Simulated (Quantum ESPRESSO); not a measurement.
# FeGe: energy over the lowest, ferro ++++ against volume, fitted and tested on a withheld row

System: FeGe, 4 Fe and 4 Ge in the cell, space group P2_13. From the study “How volume moves the moments of FeGe”.

Method: PBE; plane waves with GBRV 1.5 PBE potentials (Quantum ESPRESSO 7.5). Settings shared by all rows: cutoff 544.23 eV, 8×8×8 k-mesh, fermi-dirac occupations, smearing width 0.05 eV. Only a parallel start was run beside the spinless one, so opposed or spiral orders, which may lie lower, are not probed.

The table, with one value held back:

```csv
volume (factor),"energy over the lowest, ferro ++++ (meV an atom)"
0.88,82.08
0.91,36.55
0.94,10.25
0.97,0.00
1,2.92
1.03,15.96
1.06,?
1.09,61.48
1.12,90.44
```

**Question.** What energy over the lowest, ferro ++++ should the row at volume = 1.06 factor hold? Fit a suitable law to the other rows.

**Law.** Energy against volume follows the Birch–Murnaghan form, which is a polynomial in the Eulerian strain: third order, a cubic in t = (V/1)^(−2/3) − 1. In symbols, E = c0 + c1 t + c2 t² + c3 t³, with energy over the lowest, ferro ++++ in meV an atom.

**Fit.** Least squares on 8 rows gives c0 = 3.2101, c1 = -403.334, c2 = 12578.6 and c3 = 21973.2.

```csv
volume (factor),t,computed,fit,computed − fit
0.88,0.088959,82.08,82.342,-0.262
0.91,0.064892,36.55,36.010,0.540
0.94,0.042113,10.25,10.174,0.076
0.97,0.020514,0.00,0.419,-0.419
1,0,2.92,3.210,-0.290
1.03,-0.019513,15.96,15.706,0.254
1.09,-0.055833,61.48,61.116,0.364
1.12,-0.072769,90.44,90.701,-0.261
```

The slope vanishes at t = 0.01541, so the minimum lies at V = 1 × (1 + t)^(−3/2) = 0.9773. That is the minimum of this magnetic state alone.

**Prediction.** At volume = 1.06 factor, t = -0.038101, so the law predicts 35.622 meV an atom. The computed value is 36.38 meV an atom, 0.758 above the prediction. The row lies between fitted rows, so this is an interpolation. The miss is 2.3 times the rms residual of the fit, 0.334.

[Logs and program files are shortened in this print: banners, set-up blocks, solver, clock and traceback lines can be left out without a mark of their own.]

[Logs are printed without paths, hosts, clocks, repeated set-up lines and the standing remarks that a program may print on its own settings, such as how far it seeks lower states.]

[Hosts, paths, dates, database ids (printed as entryN), source tags and the programs' standing remarks are cut or masked in the printed files.]

[Where a cell is said to come from a database of computed structures, the database is the Materials Project.]
